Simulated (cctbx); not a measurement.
**Lattice, Laue class and space group of a new crystal**

Cell: a = 7.7680 Å, b = 7.7680 Å, c = 7.7680 Å, α = 90.00°, β = 90.00°, γ = 90.00°. Expected content of the cell: Sc4 Na12.

Simulated single-crystal data (cctbx): Mo Kα, λ = 0.71073 Å, to d = 0.6 Å, 80 % of the full sphere, strongest reflection 5000 counts, noise from counting, a 6 % proportional error and a noise floor of 8 counts (s.d.); no absorption, some extinction.

Tests on the unmerged data give:

```text
7253 reflections to d = 0.603 A
centring   violations  <I/sigma> of those
    A          0 of  3618     -0.0
    B          0 of  3624      0.0
    C          0 of  3642      0.0
    I        224 of  3601      0.7
    R        496 of  4841      1.2
    F          0 of  5442     -0.0
Laue class    unique    Rint  (classes that these axes allow; Friedel mates merged)
F m m m           334   0.079
F m -3            116   0.085
F m -3 m           83   0.085
space group    extra absences  I>4sigma  <I/sigma>
F 4 3 2                 0          0         -  acentric
F -4 3 m                0          0         -  acentric
F m -3 m                0          0         -  centric
Wilson B = 1.66 A^2   <|E^2-1|> = 0.773 (0.968 centric, 0.736 acentric)   E^2>4: 0.0 %
shell (A)         n   <I/sigma>
 4.48 - 1.10     19     31.3
 1.10 - 0.87     15     24.5
 0.87 - 0.76     12     20.4
 0.76 - 0.69     12     19.9
 0.69 - 0.64     13     14.3
 0.64 - 0.61     12     10.8
```

**Question.** What are the lattice type, the Laue class and the likely space group?

The reflections that A, B, C and F centring forbids are absent (⟨I/σ⟩ near 0), so the lattice is F. F holds A, B and C together.

Rint stays low (0.079 to 0.085) up to F m -3 m, the highest class in these axes.

3 settings pass the absence test. No glide or screw absences show, which leaves F 4 3 2, F -4 3 m and F m -3 m.

⟨|E²−1|⟩ = 0.773 leans to a non-centrosymmetric structure. Here that hint misleads: the statistic assumes many like atoms on general positions, and few, heavy or special-position atoms break it. The Wilson B of 1.66 Å² means U ≈ 0.0210 Å².

The true group is Fm-3m (no. 225), Laue class m-3m, centrosymmetric. The tables only narrow the choice to the tied entries; cell content, site symmetry and trial solutions must settle it.

The model is made up (kin elements in a known structure type, no relaxation), so it says nothing on whether the phase exists.

[Logs are printed without paths, hosts, clocks, repeated set-up lines and the standing remarks that a program may print on its own settings, such as how far it seeks lower states.]
